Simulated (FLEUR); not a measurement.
# Collinear magnetic orders of free Co(0001) film, 1 layer with FLEUR

Does free Co(0001) film, 1 layer prefer parallel or opposed moments?

Main program and level: FLEUR MaX-R8.1; LDA (VWN); all-electron FLAPW film, Dirac cores, scalar-relativistic bands.

### Step 1. Starting point

The cell holds 1 atom: 1 Co. Its edges and angles: a = 2.507 Å, b = 2.507 Å, c = 14.000 Å, α = 90.0°, β = 90.0°, γ = 120.0°. Layers at typed spacings, unrelaxed. Vacuum lies along c.

Structure file:

```xyz
1
Lattice="2.5070 0.0000 0.0000 -1.2535 2.1711 0.0000 0.0000 0.0000 14.0000" Properties=species:S:1:pos:R:3
Co    1.2535    0.7237    7.0000
```

### Step 2. Start 1: ferro +

The parallel start is the test of whether parallel moments hold.

inpgen writes inp.xml from crystal.txt; cutoffs, mixing, functional, smearing and local orbitals are then set in the file. The k list default-1 (kpts.xml, not shown) is a Γ-centred 18×18×1 mesh; where the ranks do not divide the number of points, some are split in two of half the weight.

inp.xml reads:

```
<?xml version="1.0" encoding="UTF-8" standalone="no"?>
<fleurInput fleurInputVersion="0.39">
   <comment>
      Co
   </comment>
   <calculationSetup>
      <cutoffs Kmax="3.64" Gmax="10.9" GmaxXC="10.9" numbands="0"/>
      <scfLoop itmax="120" minDistance="0.00002" maxIterBroyd="15" imix="Anderson" alpha="0.03" precondParam="0.0" spinf="2.0" sdNocoIR="T"/>
      <coreElectrons ctail="T" frcor="F" kcrel="1" coretail_lmax="0"/>
      <xcFunctional name="vwn" relativisticCorrections="F"/>
      <magnetism jspins="2"/>
      <soc l_soc="F" theta="0.0" phi="0.0" spav="F"/>
      <expertModes spex="0" secvar="F"/>
      <geometryOptimization l_f="F" forcealpha="1.0" forcemix="BFGS" epsdisp="0.00001" epsforce="0.00001"/>
      <ldaU l_linMix="F" mixParam="0.05" spinf="1.0"/>
   </calculationSetup>
   <cell>
      <bzIntegration valenceElectrons="17.0" mode="hist" fermiSmearingEnergy="0.00183747">
         <kPointListSelection listName="default-1"/>
         <xi:include xmlns:xi="http://www.w3.org/2001/XInclude" href="kpts.xml"> </xi:include>
      </bzIntegration>
      <xi:include xmlns:xi="http://www.w3.org/2001/XInclude" href="sym.xml"> </xi:include>
      <filmLattice scale="1.0" dVac="5.3" dTilda="7.8">
         <bravaisMatrixFilm>
            <row-1>    4.7375437355433538    -0.0000000791795246</row-1>
            <row-2>   -2.3687717992124133     4.1028332661104852</row-2>
         </bravaisMatrixFilm>
         <vacuumEnergyParameters vacuum="1" spinUp="-.25" spinDown="-.25"/>
      </filmLattice>
   </cell>
   <atomSpecies>
      <species name="Cobalt (Co2.000" element="Co" atomicNumber="27">
         <mtSphere radius="2.25" gridPoints="745" logIncrement="0.016"/>
         <atomicCutoffs lmax="8" lnonsphr="6"/>
         <electronConfig flipSpins="F">
            <coreConfig>(1s1/2) (2s1/2) (2p1/2) (2p3/2)</coreConfig>
            <valenceConfig>(3s1/2) (3p1/2) (3p3/2) (4s1/2) (3d3/2) (3d5/2)</valenceConfig>
            <stateOccupation state="(3d3/2)" spinUp="1.5" spinDown="1.3"/>
            <stateOccupation state="(3d5/2)" spinUp="3.0" spinDown="1.2"/>
         </electronConfig>
         <energyParameters s="4" p="4" d="3" f="4"/>
         <lo type="SCLO" l="0" n="3" eDeriv="0"/>
         <lo type="SCLO" l="1" n="3" eDeriv="0"/>
      </species>
   </atomSpecies>
   <atomGroups>
      <atomGroup species="Cobalt (Co2.000">
         <filmPos label="                   1">1.000/2.000 1.000/2.000 .0000000000</filmPos>
         <force calculate="T" relaxXYZ="TTT"/>
      </atomGroup>
   </atomGroups>
   <output dos="F" band="F" slice="F">
      <bandDOS minEnergy="-.5*Htr" maxEnergy="0.5*Htr" sigma="0.015" storeEVData="T"/>
      <plotting iplot="0" polar="F">
         <plot TwoD="T" vec1="  1.0  0.0  0.0" vec2="  0.0  1.0  0.0" vec3="  0.0  0.0  1.0" zero="  0.0  0.0 -0.5" file="plot"/>
      </plotting>
      <moessbauerParams electricFieldGradient="F" isomerShift="T" coreHyperfine="T" valenceHyperfine="T"/>
   </output>
</fleurInput>
```

crystal.txt reads:

```
Co
&input film=T cartesian=F /
2.50700018054  -0.00000004190  0.00000000000
-1.25350005399  2.17112586459  0.00000000000
0.00000000000  0.00000000000  1.00000000000
1.8897261246
1.0 1.0 1.0

1
27 0.66666666667  0.33333333333  0.00000000000 : 2.000

&kpt div1=18 div2=18 div3=1 gamma=T /
```

Command:

```sh
$ OMP_NUM_THREADS=1 inpgen -f crystal.txt > inpgen.log  # inp.xml is then edited as shown
$ OMP_NUM_THREADS=1 mpirun -n 4 fleur_MPI > fleur.log
```

What it wrote:

```text
Welcome to FLEUR        (www.flapw.de)
      MaX-Release 8.1          (www.max-centre.eu)

 ========== k-point set info ==========
 Selected k-point list: default-1
 k-point list type: mesh
 0 x 0 x 0
 Number of k points: 40

 ------------Calculation Setup---------------------------
 Number of MPI-tasks      :            4
 Number of PE/node        :            4
 Number of OMP-threads    :            1
 k-points in parallel     :            4
 pe's per k-point         :            1
 No of k-point loops      :           10
 Eigenvalue solver        :       lapack
 Number of basis functions:          141
 Approximate size of matrices (H+S) per k-point:         0.000 GB
 --------------------------------------------------------
 [... lines of the core solver left out ...]
 Iteration:     1   Distance:      13.71487072 me/bohr^3
 [... lines of the core solver left out ...]
 Iteration:     2   Distance:      11.79001432 me/bohr^3
 [... lines of the core solver left out ...]
 Iteration:     3   Distance:       7.34847545 me/bohr^3
 [... lines of the core solver left out ...]
 Iteration:     4   Distance:       6.68986445 me/bohr^3
 [... lines of the core solver left out ...]
 Iteration:     5   Distance:       2.63433955 me/bohr^3
 [... lines of the core solver left out ...]
 Iteration:     6   Distance:       2.58959620 me/bohr^3
 [... lines of the core solver left out ...]
 Iteration:     7   Distance:       1.66512920 me/bohr^3
 [... lines of the core solver left out ...]
 Iteration:     8   Distance:       0.87752197 me/bohr^3
 [... lines of the core solver left out ...]
 Iteration:     9   Distance:       0.97049843 me/bohr^3
 [... lines of the core solver left out ...]
 Iteration:    10   Distance:       0.49599151 me/bohr^3
 [... lines of the core solver left out ...]
 Iteration:    11   Distance:       0.40725248 me/bohr^3
 [... lines of the core solver left out ...]
 Iteration:    12   Distance:       0.13284311 me/bohr^3
 [... lines of the core solver left out ...]
 Iteration:    13   Distance:       0.07378830 me/bohr^3
 [... lines of the core solver left out ...]
[... rest left out ...]

--- out.xml (last complete iteration) ---
<iteration numberForCurrentRun="   25" overallNumber="   25">
         <energyParameters units="Htr">
            <atomicEP atomType="1" spin="1" branch="4s" branchLowest="-3.69" branchHighest="1.33" value="-0.3096137627"/>
            <atomicEP atomType="1" spin="1" branch="4p" branchLowest="-2.34" branchHighest="1.92" value="-0.1673804964"/>
            <atomicEP atomType="1" spin="1" branch="3d" branchLowest="-9.99" branchHighest="-0.16" value="-0.2782731011"/>
            <atomicEP atomType="1" spin="1" branch="4f" branchLowest="-9.99" branchHighest="3.13" value="0.1532189109"/>
            <loAtomicEP atomType="1" spin="1" branch="3s" branchLowest="-32.89" branchHighest="-3.69" value="-3.6943013356"/>
            <loAtomicEP atomType="1" spin="1" branch="3p" branchLowest="-28.19" branchHighest="-2.34" value="-2.3596337586"/>
            <vacuumEP vacuum="1" spin="1" vzIR="-0.2760902830" vzInf="-0.0000234857" value="-0.2500234857"/>
            <atomicEP atomType="1" spin="2" branch="4s" branchLowest="-3.61" branchHighest="1.37" value="-0.3003009238"/>
            <atomicEP atomType="1" spin="2" branch="4p" branchLowest="-2.26" branchHighest="1.97" value="-0.1611348809"/>
            <atomicEP atomType="1" spin="2" branch="3d" branchLowest="-9.99" branchHighest="-0.08" value="-0.2171899665"/>
            <atomicEP atomType="1" spin="2" branch="4f" branchLowest="-9.99" branchHighest="3.18" value="0.1572222549"/>
            <loAtomicEP atomType="1" spin="2" branch="3s" branchLowest="-32.85" branchHighest="-3.61" value="-3.6143012759"/>
            <loAtomicEP atomType="1" spin="2" branch="3p" branchLowest="-28.16" branchHighest="-2.26" value="-2.2820942188"/>
            <vacuumEP vacuum="1" spin="2" vzIR="-0.2791327997" vzInf="-0.0000234857" value="-0.2500234857"/>
         </energyParameters>
         <bandgap value="0.0107934274" units="eV"/>
         <sumValenceSingleParticleEnergies value="-23.6230335060" units="Htr"/>
         <FermiEnergy value="-0.1966112729" units="Htr"/>
         <valenceDensity>
            <mtCharges spin="1">
               <mtCharge atomType="1" total="8.8008157" s="1.2037893" p="3.0928676" d="4.4962063" f="0.0059742"/>
            </mtCharges>
            <mtCharges spin="2">
               <mtCharge atomType="1" total="6.8747914" s="1.1976885" p="3.1106483" d="2.5592674" f="0.0055538"/>
            </mtCharges>
            <spinDependentCharge spin="1" total="9.4389450" interstitial="0.5468604" mtSpheres="8.8008157" vacuum1="0.0456345"/>
            <spinDependentCharge spin="2" total="7.5610552" interstitial="0.5746145" mtSpheres="6.8747914" vacuum1="0.0558247"/>
            <totalCharge value="17.0000002315"/>
         </valenceDensity>
         <allElectronCharges>
            <spinDependentCharge spin="1" total="14.4389489" interstitial="0.5468604" mtSpheres="13.8008196" vacuum1="0.0456345"/>
            <spinDependentCharge spin="2" total="12.5610513" interstitial="0.5746145" mtSpheres="11.8747874" vacuum1="0.0558247"/>
            <totalCharge value="27.0000002318"/>
         </allElectronCharges>
         <magneticMomentsInMTSpheres units="muBohr">
            <globalMagMoment atomType="1" vec="0.00000   0.00000   1.92603"/>
            <localMagMoment atomType="1" vec="0.00000   0.00000   1.92603"/>
         </magneticMomentsInMTSpheres>
         <moessbauerParams unitsHFF="kG" unitsIS="e/bohr^3" unitsEFG="Htr/bohr^2">
            <coreHyperfineField atomType="1" hffTotal="-497.56299" isTotal="16980.05471">
               <shell n="1" l="0" hff="-18.84877" isomerShift="15498.56190"/>
               <shell n="2" l="0" hff="-480.45398" isomerShift="1472.68598"/>
               <shell n="2" l="1" hff="1.73975" isomerShift="8.80682"/>
            </coreHyperfineField>
            <isomerShift atomType="1" nucleusRadius="0.0000919" averageDensity="17204.02179"/>
         </moessbauerParams>
         <totalEnergy value="    -1391.0844625695" units="Htr">
            <sumOfEigenvalues value="     -815.0550290327">
               <coreElectrons value="-791.4319955267"/>
               <valenceElectrons value="-23.6230335060"/>
            </sumOfEigenvalues>
            <densityCoulombPotentialIntegral value="-2150.1373917230"/>
            <densityEffectivePotentialIntegral value="-2225.8967531432"/>
            <chargeDenXCDenIntegral value="-57.2288491819"/>
            <FockExchangeEnergyValence value="0.0000000000"/>
            <FockExchangeEnergyCore value="0.0000000000"/>
            <atomTypeDependentContributions atomType="1">
               <electronNucleiInteractionDifferentMTs value="1664.2885656097"/>
               <MadelungTerm value="-5.3400760269"/>
            </atomTypeDependentContributions>
            <tkbTimesEntropy value="0.0007628383"/>
            <freeEnergy value="-1391.0852254078"/>
            <extrapolationTo0K value="-1391.0848439886"/>
         </totalEnergy>
         <densityConvergence units="me/bohr^3">
            <chargeDensity spin="1" distance="0.0000058991"/>
            <chargeDensity spin="2" distance="0.0000084153"/>
            <overallChargeDensity distance="0.0000070640"/>
            <spinDensity distance="0.0000127017"/>
         </densityConvergence>
      </iteration>
```

It took 14 s on 4 MPI ranks of Arm Neoverse N1, shared host; peak memory 0.18 GiB; 56 s of CPU time.

This step gave:

* free energy: -37853.3574 eV
* program's band gap on this mesh (in a metal only a level spacing): 0.01079 eV
* magnetization: 1.878 μB
* final state: ferromagnetic
* largest moment: 1.926 μB

After 25 cycles the largest moment stands at 1.93 μB.

### Step 3. Run 2 (antiferro q=(0,1/2,0) +-)

Reversing part of the moments tests the sign of the couplings between them.

This order needs a doubled cell of 2 atoms. The mesh is halved along the doubled vector, so that both cells sample the same points. The k list default-1 (kpts.xml, not shown) is a Γ-centred 18×9×1 mesh.

inp.xml: that of step 2 with these lines changed.

```diff
@@ -17,3 +17,3 @@
    <cell>
-      <bzIntegration valenceElectrons="17.0" mode="hist" fermiSmearingEnergy="0.00183747">
+      <bzIntegration valenceElectrons="34.0" mode="hist" fermiSmearingEnergy="0.00183747">
          <kPointListSelection listName="default-1"/>
@@ -24,4 +24,4 @@
          <bravaisMatrixFilm>
-            <row-1>    4.7375437355433538    -0.0000000791795246</row-1>
-            <row-2>   -2.3687717992124133     4.1028332661104852</row-2>
+            <row-1>    4.7375433943722003     0.0000000000000000</row-1>
+            <row-2>   -4.7375433943722003     8.2056670439965984</row-2>
          </bravaisMatrixFilm>
@@ -44,2 +44,15 @@
       </species>
+      <species name="Cobalt (Co-2.000" element="Co" atomicNumber="27">
+         <mtSphere radius="2.25" gridPoints="745" logIncrement="0.016"/>
+         <atomicCutoffs lmax="8" lnonsphr="6"/>
+         <electronConfig flipSpins="F">
+            <coreConfig>(1s1/2) (2s1/2) (2p1/2) (2p3/2)</coreConfig>
+            <valenceConfig>(3s1/2) (3p1/2) (3p3/2) (4s1/2) (3d3/2) (3d5/2)</valenceConfig>
+            <stateOccupation state="(3d3/2)" spinUp="1.3" spinDown="1.5"/>
+            <stateOccupation state="(3d5/2)" spinUp="1.2" spinDown="3.0"/>
+         </electronConfig>
+         <energyParameters s="4" p="4" d="3" f="4"/>
+         <lo type="SCLO" l="0" n="3" eDeriv="0"/>
+         <lo type="SCLO" l="1" n="3" eDeriv="0"/>
+      </species>
    </atomSpecies>
@@ -47,3 +60,7 @@
       <atomGroup species="Cobalt (Co2.000">
-         <filmPos label="                   1">1.000/2.000 1.000/2.000 .0000000000</filmPos>
+         <filmPos label="                   1">1.000/2.000 .0000000000 .0000000000</filmPos>
+         <force calculate="T" relaxXYZ="TTT"/>
+      </atomGroup>
+      <atomGroup species="Cobalt (Co-2.000">
+         <filmPos label="                   2">1.000/2.000 1.000/2.000 .0000000000</filmPos>
          <force calculate="T" relaxXYZ="TTT"/>
```

crystal.txt reads:

```
Co
&input film=T cartesian=F /
2.50700000000  0.00000000000  0.00000000000
-2.50700000000  4.34225200000  0.00000000000
0.00000000000  0.00000000000  1.00000000000
1.8897261246
1.0 1.0 1.0

2
27 0.66666666667  0.16666666667  0.00000000000 : 2.000
27 0.66666666667  0.66666666667  0.00000000000 : -2.000

&kpt div1=18 div2=9 div3=1 gamma=T /
```

What it wrote:

```text
[banner, memory and clock lines left out]
Welcome to FLEUR        (www.flapw.de)
      MaX-Release 8.1          (www.max-centre.eu)

 ========== k-point set info ==========
 Selected k-point list: default-1
 k-point list type: mesh
 0 x 0 x 0
 Number of k points: 84

 ------------Calculation Setup---------------------------
 Number of PE/node        :            4
 Number of OMP-threads    :            1
 k-points in parallel     :            4
 pe's per k-point         :            1
 No of k-point loops      :           21
 Eigenvalue solver        :       lapack
 Number of basis functions:          269
 Approximate size of matrices (H+S) per k-point:         0.001 GB
 [... lines of the core solver left out ...]
 Iteration:     1   Distance:      17.32047304 me/bohr^3
 [... lines of the core solver left out ...]
 Iteration:     2   Distance:      14.78681115 me/bohr^3
 [... lines of the core solver left out ...]
 Iteration:     3   Distance:       7.77210095 me/bohr^3
 [... lines of the core solver left out ...]
 Iteration:     4   Distance:       7.25294435 me/bohr^3
 [... lines of the core solver left out ...]
 Iteration:     5   Distance:       4.83006090 me/bohr^3
 [... lines of the core solver left out ...]
 Iteration:     6   Distance:       4.76188091 me/bohr^3
 [... lines of the core solver left out ...]
 Iteration:     7   Distance:       2.84787735 me/bohr^3
 [... lines of the core solver left out ...]
[... rest left out ...]

--- out.xml (last complete iteration) ---
<iteration numberForCurrentRun="   34" overallNumber="   34">
         [... left out ...]
         <bandgap value="0.0118372347" units="eV"/>
         <sumValenceSingleParticleEnergies value="-47.1461577607" units="Htr"/>
         <FermiEnergy value="-0.2001151792" units="Htr"/>
         <valenceDensity>
            <mtCharges spin="1">
               <mtCharge atomType="1" total="8.6479866" s="1.2133142" p="3.1109584" d="4.3161879" f="0.0058046"/>
               <mtCharge atomType="2" total="7.0347028" s="1.1878028" p="3.0932551" d="2.7458264" f="0.0058953"/>
            </mtCharges>
            <mtCharges spin="2">
               <mtCharge atomType="1" total="7.0347028" s="1.1878028" p="3.0932551" d="2.7458264" f="0.0058953"/>
               <mtCharge atomType="2" total="8.6479866" s="1.2133142" p="3.1109584" d="4.3161879" f="0.0058046"/>
            </mtCharges>
            <spinDependentCharge spin="1" total="17.0000002" interstitial="1.1182309" mtSpheres="15.6826894" vacuum1="0.0995400"/>
            <spinDependentCharge spin="2" total="17.0000002" interstitial="1.1182309" mtSpheres="15.6826894" vacuum1="0.0995400"/>
            <totalCharge value="34.0000004736"/>
         </valenceDensity>
         [... left out ...]
         <magneticMomentsInMTSpheres units="muBohr">
            <globalMagMoment atomType="1" vec="0.00000   0.00000   1.61329"/>
            <localMagMoment atomType="1" vec="0.00000   0.00000   1.61329"/>
            <globalMagMoment atomType="2" vec="0.00000   0.00000  -1.61329"/>
            <localMagMoment atomType="2" vec="0.00000   0.00000  -1.61329"/>
         </magneticMomentsInMTSpheres>
         [... left out ...]
         <totalEnergy value="    -2782.1486335509" units="Htr">
            <sumOfEigenvalues value="    -1629.9798093464">
               <coreElectrons value="-1582.8336515857"/>
               <valenceElectrons value="-47.1461577607"/>
            </sumOfEigenvalues>
            <densityCoulombPotentialIntegral value="-4300.1577770713"/>
            <densityEffectivePotentialIntegral value="-4451.6467848128"/>
            <chargeDenXCDenIntegral value="-114.4360361706"/>
            <FockExchangeEnergyValence value="0.0000000000"/>
            <FockExchangeEnergyCore value="0.0000000000"/>
         [... left out ...]
            <tkbTimesEntropy value="0.0028784266"/>
            <freeEnergy value="-2782.1515119775"/>
            <extrapolationTo0K value="-2782.1500727642"/>
         </totalEnergy>
         <densityConvergence units="me/bohr^3">
            <chargeDensity spin="1" distance="0.0000053967"/>
            <chargeDensity spin="2" distance="0.0000052471"/>
            <overallChargeDensity distance="0.0000093797"/>
            <spinDensity distance="0.0000050332"/>
         </densityConvergence>
      </iteration>
```

The job ended after 93 s (4 MPI ranks; peak memory 0.37 GiB; 6.2 min of CPU time).

Numbers from this step:

```
free energy                                                       : -75706.1994 eV
program's band gap on this mesh (in a metal only a level spacing) : 0.01184 eV
magnetization                                                     : 0 μB
final state                                                       : antiferromagnetic
largest moment                                                    : 1.613 μB
```

It lies 258 meV a seeded atom over the first start, and its largest moment is 1.61 μB against 1.93 μB.

[end of part 1 of 2]

[Logs and program files are shortened in this print: banners, set-up blocks, solver, clock and traceback lines can be left out without a mark of their own.]

[Logs are printed without paths, hosts, clocks, repeated set-up lines and the standing remarks that a program may print on its own settings, such as how far it seeks lower states.]

[Hosts, paths, dates, database ids (printed as entryN), source tags and the programs' standing remarks are cut or masked in the printed files.]

[Where a cell is said to come from a database of computed structures, the database is the Materials Project.]
